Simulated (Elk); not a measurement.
# MnAu: spin-spiral energies

Wanted: E(q) for MnAu and its minimum.

Calculated with Elk 11.2.3 (patched build); LDA (Perdew-Wang); all-electron APW+lo, Dirac cores, scalar-relativistic bands.

Report form: the programs' logs are mostly left out.

### Step 1. The structure

Symmetry: P4/mmm, No. 123, tetragonal system. Conventional cell: a = 3.189 Å, b = 3.189 Å, c = 3.310 Å, α = 90.00°, β = 90.00°, γ = 90.00°. Nearest to Mn lie 8 Au at 2.80 Å. Au has 8 Mn at 2.80 Å nearest. Farther neighbours are not listed.

The cell comes from a database of computed structures and need not be the stable phase.

### Step 2. Run at q = 0

The energies of all spirals count from this run, made with the same spinor basis and mesh so that errors cancel.

The moments start as ferro +, on a cone 30° from z.

The last three numbers of an atom's line are a seed field in its sphere. It points against the wanted moment and shrinks by the factor reducebf each loop.

File elk.in:

```
tasks
  0
  33
  73

xctype
  3

rgkmax
  7.0

nempty
  14

swidth
  0.005

reducebf
  0.5

epsengy
  1e-06

maxscl
  100

lmaxi
  3

spinsprl
  .true.

spinpol
  .true.

vqlss
  0.000000 0.000000 0.000000

sppath
  './'

avec
  6.02581693675 0.00000000000 0.00000000000
  0.00000000000 6.02581693675 0.00000000000
  0.00000000000 0.00000000000 6.25473458003

atoms
  2
  'Mn.in'
  1
  0.5000000000 0.5000000000 0.5000000000   -0.131250 0.000000 -0.227332
  'Au.in'
  1
  0.0000000000 0.0000000000 0.0000000000   0.000000 0.000000 0.000000

ngridk
  8 8 8

plot3d
  0 0 0
  1 0 0
  0 1 0
  0 0 1
  16 16 17
```

Launch:

```console
$ OMP_NUM_THREADS=2 elk
```

Elapsed: 4.1 min, on 2 threads of Arm Neoverse V2, shared host; peak memory 0.17 GiB; 8.2 min of CPU time.

Numbers from this step:

| Item | Value |
| --- | --- |
| density of states at the Fermi level | 1.435 states/eV/cell |
| moment between the spheres | 0.06252, 0, 0.1083 μB |
| magnetization | 2.007, 0, 3.477 μB |
| final state | ferromagnetic |
| largest moment | 3.811 μB |

After 21 cycles the largest moment stands at 3.81 μB.

### Step 3. One pass at q = (0, 0.25, 0)

One diagonalisation in the potential of q = 0; by the force theorem the spiral's energy is the band energy with the smearing's entropy term, less that of a like pass at q = 0. The total energy that such a pass prints is not self-consistent and is not used.

File elk.in:

```
tasks
  1

xctype
  3

rgkmax
  7.0

nempty
  14

swidth
  0.005

reducebf
  0.5

epsengy
  1e-06

maxscl
  1

lmaxi
  3

spinsprl
  .true.

spinpol
  .true.

vqlss
  0.000000 0.250000 0.000000

sppath
  './'

avec
  6.02581693675 0.00000000000 0.00000000000
  0.00000000000 6.02581693675 0.00000000000
  0.00000000000 0.00000000000 6.25473458003

atoms
  2
  'Mn.in'
  1
  0.5000000000 0.5000000000 0.5000000000   -0.000131 0.000000 -0.000227
  'Au.in'
  1
  0.0000000000 0.0000000000 0.0000000000   0.000000 0.000000 0.000000

ngridk
  8 8 8
```

Launch:

```console
$ OMP_NUM_THREADS=2 elk
```

It took 33 s on 2 threads; peak memory 0.24 GiB.

Numbers from this step:

| Quantity | Value |
| --- | --- |
| magnetization | 2.015, 0, 3.473 μB |
| final state | spiral |
| largest moment | 3.818 μB |

Moments of a spiral are printed for the first cell, in the frame that turns with it; over the crystal the turning parts cancel.

By that sum this spiral lies -9.7 meV a seeded atom from q = 0.

### Step 4. One pass at q = (0, 0.5, 0)

Changes to elk.in since step 3:

```diff
@@ -34,3 +34,3 @@
 vqlss
-  0.000000 0.250000 0.000000
+  0.000000 0.500000 0.000000
```

Launch:

```console
$ OMP_NUM_THREADS=2 elk
```

Run time: 32 s. Hardware: 2 threads; peak memory 0.25 GiB.

Read from the output:

```
magnetization  : 2.005, 0, 3.466 μB
final state    : spiral
largest moment : 3.822 μB
```

By that sum this spiral lies -20.9 meV a seeded atom from q = 0.

### Step 5. E(q)

Wavevectors, in fractions of the reciprocal vectors: (0, 0, 0); (0, 0.25, 0); (0, 0.5, 0); (0.25, 0.5, 0); (0.5, 0.5, 0); (0, 0, 0). The path runs through Γ, X, M, Γ. Of 14 wavevectors run, these are the ones whose half falls on the k mesh; at the others the two spins are sampled on shifted points, and errors of some meV don't cancel against q = 0.

The energy less that at q = 0, frozen potential by path:

```tsv
path (Å⁻¹)	energy less that at q = 0, frozen potential (meV a seeded atom)
0.00	0
0.49	-9.70
0.99	-20.9
1.48	-2.90
1.97	13.1
3.36	0
```

### Step 6. What came out

| Quantity | Value |
| --- | --- |
| lowest point | (0, 0.5, 0), -20.9 meV a seeded atom (frozen potential) |
| highest point | (0.5, 0.5, 0), 13.1 meV a seeded atom |

In words: A spiral at (0, 0.5, 0) lies 21 meV under the state at q = 0, so that state is unstable. The energies are those of a cone of 30°, about sin²θ = 0.25 of a flat spiral's. The mesh is the same for all points and was not tested: differences of a few meV, and of some ten in a metal, can be noise.

[Logs and program files are shortened in this print: banners, set-up blocks, solver, clock and traceback lines can be left out without a mark of their own.]

[Logs are printed without paths, hosts, clocks, repeated set-up lines and the standing remarks that a program may print on its own settings, such as how far it seeks lower states.]

[Hosts, paths, dates, database ids (printed as entryN), source tags and the programs' standing remarks are cut or masked in the printed files.]

[Where a cell is said to come from a database of computed structures, the database is the Materials Project.]
